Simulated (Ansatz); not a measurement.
# Ag(100) film, 6 layers, flat: channels in plane against thickness

How does quantum confinement change the conductance of Ag(100) film, 6 layers, flat and thicker films?

Main program and level: Ansatz 0.2.0; Ansatz plane-wave DFT, PBE, PAW files; ballistic transport by layer matching (Landauer), zero bias.

Report form: the programs' logs are mostly left out.

## Step 1: The structure

The cell holds 6 atoms: 6 Ag. Cell: a = 21.215 Å, b = 2.889 Å, c = 2.889 Å, α = 90.0°, β = 90.0°, γ = 90.0°. It derives from Ag. Vacuum lies along a. The structure's axis is c.

Structure file:

```cif
data_structure
_symmetry_space_group_name_H-M 'P 1'
_symmetry_Int_Tables_number 1
_cell_length_a 21.2155
_cell_length_b 2.8894
_cell_length_c 2.8894
_cell_angle_alpha 90.000
_cell_angle_beta 90.000
_cell_angle_gamma 90.000
_cell_volume 177.12
loop_
_atom_site_label
_atom_site_type_symbol
_atom_site_fract_x
_atom_site_fract_y
_atom_site_fract_z
_atom_site_occupancy
Ag1 Ag 0.21211 0.00000 0.00000 1
Ag2 Ag 0.30841 0.50000 0.50000 1
Ag3 Ag 0.40471 0.00000 0.00000 1
Ag4 Ag 0.50102 0.50000 0.50000 1
Ag5 Ag 0.59732 0.00000 0.00000 1
Ag6 Ag 0.69362 0.50000 0.50000 1
```

## Step 2: With 6 layers

Vacuum lies along the first vector, which takes one k-point, and the current runs in the film's plane. One period is a perfect wire, so its channels are the result. Energies from -0.27 to 0.27 eV in steps of 0.036 eV cover the slope of the Fermi function at 300 K, so the program can form a conductance.

The input, input.yaml:

```yaml
crystal:
  lattice:
    - [21.2155, 0.0, 0.0]
    - [0.0, 2.8893797293, 0.0]
    - [0.0, 0.0, 2.8893797293]
  atoms:
    - { symbol: Ag, position: [0.2121090712, 0.0, 0.0] }
    - { symbol: Ag, position: [0.3084113031, 0.5, 0.5] }
    - { symbol: Ag, position: [0.4047135349, 0.0, 0.0] }
    - { symbol: Ag, position: [0.5010157668, 0.5, 0.5] }
    - { symbol: Ag, position: [0.5973179986, 0.0, 0.0] }
    - { symbol: Ag, position: [0.6936202305, 0.5, 0.5] }
kpoints:
  mp_grid: { grid: [1, 14, 14] }
hamiltonian:
  xc: pbe
scf:
  occupations: { method: fermi_dirac, width: 0.1 }
output:
  transmission:
    leads: [[0, 0]]
    kmesh: [1, 42]
    e_range: [-0.27, 0.27]
    de: 0.036
```

Run with:

```sh
> ansatz run input.yaml --threads 4 --pin off --max-ram 8192MiB --backend cpu --events-out ev --progress --plain --runs-dir out
```

Run time: 3.5 min. Hardware: 4 threads of AMD EPYC 9R45, shared host; peak memory 2.4 GiB; 13 min of CPU time.

Numbers from this step:

| Item | Value |
| --- | --- |
| free energy | -45542.4426 eV |
| energy at zero smearing | -45542.4136 eV |
| Fermi energy | 8.269 eV |
| cell area | 61.30 Å² |
| estimated errors of the lead's conductance | 0, 4.6, 0 % (band edges, k-mesh, distance from neutral) |
| lead conductance per cell | 3.976 G₀ |

Per spin. Open channels, zone mean, lead against energy, zero at the Fermi level:

```csv
energy (eV),"open channels, zone mean, lead"
-0.270,3.98
-0.234,3.98
-0.198,3.88
-0.162,3.98
-0.126,3.98
-0.090,3.79
-0.054,3.93
-0.018,4.02
0.018,4.02
0.054,3.93
0.090,3.83
0.126,3.93
0.162,4.07
0.198,4.12
0.234,4.12
0.270,4.12
```

The program's largest error estimate for it is 4.6 %, from the k-mesh.

## Step 3: With 7 layers, thickness 14.302 A

The film grows to 7 layers.

System of this step: Ag(100) film, 7 layers, flat. The cell holds 7 atoms: 7 Ag. Cell: a = 23.259 Å, b = 2.889 Å, c = 2.889 Å, α = 90.0°, β = 90.0°, γ = 90.0°. It derives from Ag. Vacuum lies along a. The structure's axis is c.

input.yaml, the sections that differ from step 2:

```yaml
crystal:
  lattice:
    - [23.2586, 0.0, 0.0]
    - [0.0, 2.8893797293, 0.0]
    - [0.0, 0.0, 2.8893797293]
  atoms:
    - { symbol: Ag, position: [0.1934768215, 0.0, 0.0] }
    - { symbol: Ag, position: [0.2813195979, 0.5, 0.5] }
    - { symbol: Ag, position: [0.3691623743, 0.0, 0.0] }
    - { symbol: Ag, position: [0.4570051508, 0.5, 0.5] }
    - { symbol: Ag, position: [0.5448479272, 0.0, 0.0] }
    - { symbol: Ag, position: [0.6326907037, 0.5, 0.5] }
    - { symbol: Ag, position: [0.7205334801, 0.0, 0.0] }
# kpoints, hamiltonian, scf, output: as in step 2
```

The job ended after 4.8 min (4 threads; peak memory 2.8 GiB).

This step gave:

* free energy: -53132.9882 eV
* energy at zero smearing: -53132.9546 eV
* Fermi energy: 9.049 eV
* cell area: 67.20 Å²
* estimated errors of the lead's conductance: 0, 3.3, 0.1 % (band edges, k-mesh, distance from neutral)
* lead conductance per cell: 4.616 G₀

Per spin. Table of open channels, zone mean, lead by energy, zero at the Fermi level:

```csv
energy (eV),"open channels, zone mean, lead"
-0.270,4.67
-0.234,4.76
-0.198,4.67
-0.162,4.76
-0.126,4.62
-0.090,4.67
-0.054,4.43
-0.018,4.62
0.018,4.67
0.054,4.67
0.090,4.48
0.126,4.52
0.162,4.52
0.198,4.76
0.234,4.76
0.270,4.67
```

The lead conductance per cell is 4.62 G₀, 16 % over the 3.98 G₀ of the last finished run.

## Step 4: With 8 layers, thickness 16.345 A

The film grows to 8 layers.

System of this step: Ag(100) film, 8 layers, flat. The cell holds 8 atoms: 8 Ag. Cell: a = 25.302 Å, b = 2.889 Å, c = 2.889 Å, α = 90.0°, β = 90.0°, γ = 90.0°. It derives from Ag. Vacuum lies along a. The structure's axis is c.

input.yaml, the sections that differ from step 3:

```yaml
crystal:
  lattice:
    - [25.3017, 0.0, 0.0]
    - [0.0, 2.8893797293, 0.0]
    - [0.0, 0.0, 2.8893797293]
  atoms:
    - { symbol: Ag, position: [0.177853662, 0.0, 0.0] }
    - { symbol: Ag, position: [0.2586031769, 0.5, 0.5] }
    - { symbol: Ag, position: [0.3393526917, 0.0, 0.0] }
    - { symbol: Ag, position: [0.4201022066, 0.5, 0.5] }
    - { symbol: Ag, position: [0.5008517214, 0.0, 0.0] }
    - { symbol: Ag, position: [0.5816012363, 0.5, 0.5] }
    - { symbol: Ag, position: [0.6623507511, 0.0, 0.0] }
    - { symbol: Ag, position: [0.743100266, 0.5, 0.5] }
# kpoints, hamiltonian, scf, output: as in step 3
```

Elapsed: 6.5 min, on 4 threads; peak memory 3.4 GiB.

This step gave:

- free energy: -60723.5377 eV
- energy at zero smearing: -60723.5012 eV
- Fermi energy: 9.719 eV
- cell area: 73.11 Å²
- estimated errors of the lead's conductance: 0, 4.5, 0.2 % (band edges, k-mesh, distance from neutral)
- lead conductance per cell: 5.430 G₀

Per spin. Table of open channels, zone mean, lead by energy, zero at the Fermi level:

```csv
energy (eV),"open channels, zone mean, lead"
-0.270,5.36
-0.234,5.36
-0.198,5.31
-0.162,5.40
-0.126,5.40
-0.090,5.21
-0.054,5.26
-0.018,5.5
0.018,5.5
0.054,5.31
0.090,5.26
0.126,5.36
0.162,5.26
0.198,5.5
0.234,5.31
0.270,5.40
```

The lead conductance per cell is 5.43 G₀, 18 % over the 4.62 G₀ of the last finished run.

## Step 5: With 10 layers, thickness 20.431 A

The film grows to 10 layers.

System of this step: Ag(100) film, 10 layers, flat. The cell holds 10 atoms: 10 Ag. Cell: a = 29.388 Å, b = 2.889 Å, c = 2.889 Å, α = 90.0°, β = 90.0°, γ = 90.0°. It derives from Ag. Vacuum lies along a. The structure's axis is c.

input.yaml, the sections that differ from step 4:

```yaml
crystal:
  lattice:
    - [29.3879, 0.0, 0.0]
    - [0.0, 2.8893797293, 0.0]
    - [0.0, 0.0, 2.8893797293]
  atoms:
    - { symbol: Ag, position: [0.153124245, 0.0, 0.0] }
    - { symbol: Ag, position: [0.222646055, 0.5, 0.5] }
    - { symbol: Ag, position: [0.292167865, 0.0, 0.0] }
    - { symbol: Ag, position: [0.361689675, 0.5, 0.5] }
    - { symbol: Ag, position: [0.431211485, 0.0, 0.0] }
    - { symbol: Ag, position: [0.500733295, 0.5, 0.5] }
    - { symbol: Ag, position: [0.570255105, 0.0, 0.0] }
    - { symbol: Ag, position: [0.639776915, 0.5, 0.5] }
    - { symbol: Ag, position: [0.709298725, 0.0, 0.0] }
    - { symbol: Ag, position: [0.778820535, 0.5, 0.5] }
# kpoints, hamiltonian, scf, output: as in step 4
```

Elapsed: 11 min, on 4 threads; peak memory 4.5 GiB.

This step gave:

* free energy: -75904.6314 eV
* energy at zero smearing: -75904.5860 eV
* Fermi energy: 10.79 eV
* cell area: 84.91 Å²
* estimated errors of the lead's conductance: 0, 3.1, 0.1 % (band edges, k-mesh, distance from neutral)
* lead conductance per cell: 6.678 G₀

Per spin. Open channels, zone mean, lead against energy, zero at the Fermi level:

```csv
energy (eV),"open channels, zone mean, lead"
-0.270,6.71
-0.234,6.62
-0.198,6.43
-0.162,6.57
-0.126,6.62
-0.090,6.67
-0.054,6.71
-0.018,6.69
0.018,6.69
0.054,6.83
0.090,6.55
0.126,6.69
0.162,6.64
0.198,6.79
0.234,6.79
0.270,6.88
```

The lead conductance per cell is 6.68 G₀, 23 % over the 5.43 G₀ of the last finished run.

## Step 6: All levels side by side

Times are for 4 threads of AMD EPYC 9R45, shared host. Results by setting:

```csv
no.,layers,lead conductance per cell (G₀),time,memory (GiB)
1,6,3.976,3.5 min,2.4
2,7,4.616,4.8 min,2.8
3,8,5.430,6.5 min,3.4
4,10,6.678,11 min,4.5
```

The runs together. Table of open channels, zone mean by energy, zero at the Fermi level:

```csv
energy (eV),6,7,8,10
-0.270,3.98,4.67,5.36,6.71
-0.234,3.98,4.76,5.36,6.62
-0.198,3.88,4.67,5.31,6.43
-0.162,3.98,4.76,5.40,6.57
-0.126,3.98,4.62,5.40,6.62
-0.090,3.79,4.67,5.21,6.67
-0.054,3.93,4.43,5.26,6.71
-0.018,4.02,4.62,5.5,6.69
0.018,4.02,4.67,5.5,6.69
0.054,3.93,4.67,5.31,6.83
0.090,3.83,4.48,5.26,6.55
0.126,3.93,4.52,5.36,6.69
0.162,4.07,4.52,5.26,6.64
0.198,4.12,4.76,5.5,6.79
0.234,4.12,4.76,5.31,6.79
0.270,4.12,4.67,5.40,6.88
```

## Step 7: What came out

| Quantity | Value |
| --- | --- |
| conductance per cell, 6 layers | 3.98 G₀ |
| conductance per cell, 7 layers | 4.62 G₀ |
| conductance per cell, 8 layers | 5.43 G₀ |
| conductance per cell, 10 layers | 6.68 G₀ |

**Reading.** The conductance per cell width goes from 3.98 G0 at 6 to 6.68 G0 at 10 layers. Over the film's own cross-section (layers × spacing × width) the conductance runs from 0.87 to 0.88×10¹⁵ S/m²; that nominal section leaves out the charge that spills into the vacuum, which flatters the thinnest films. The gains from one thickness to the next are 0.64, 0.81 and 0.62 G0 per added layer; their spread isn't beyond the error estimates. The film repeats perfectly along the current, so nothing scatters; its faces are clean and not relaxed.

[Logs are printed without paths, hosts, clocks, repeated set-up lines and the standing remarks that a program may print on its own settings, such as how far it seeks lower states.]

[Hosts, paths, dates, database ids (printed as entryN), source tags and the programs' standing remarks are cut or masked in the printed files.]
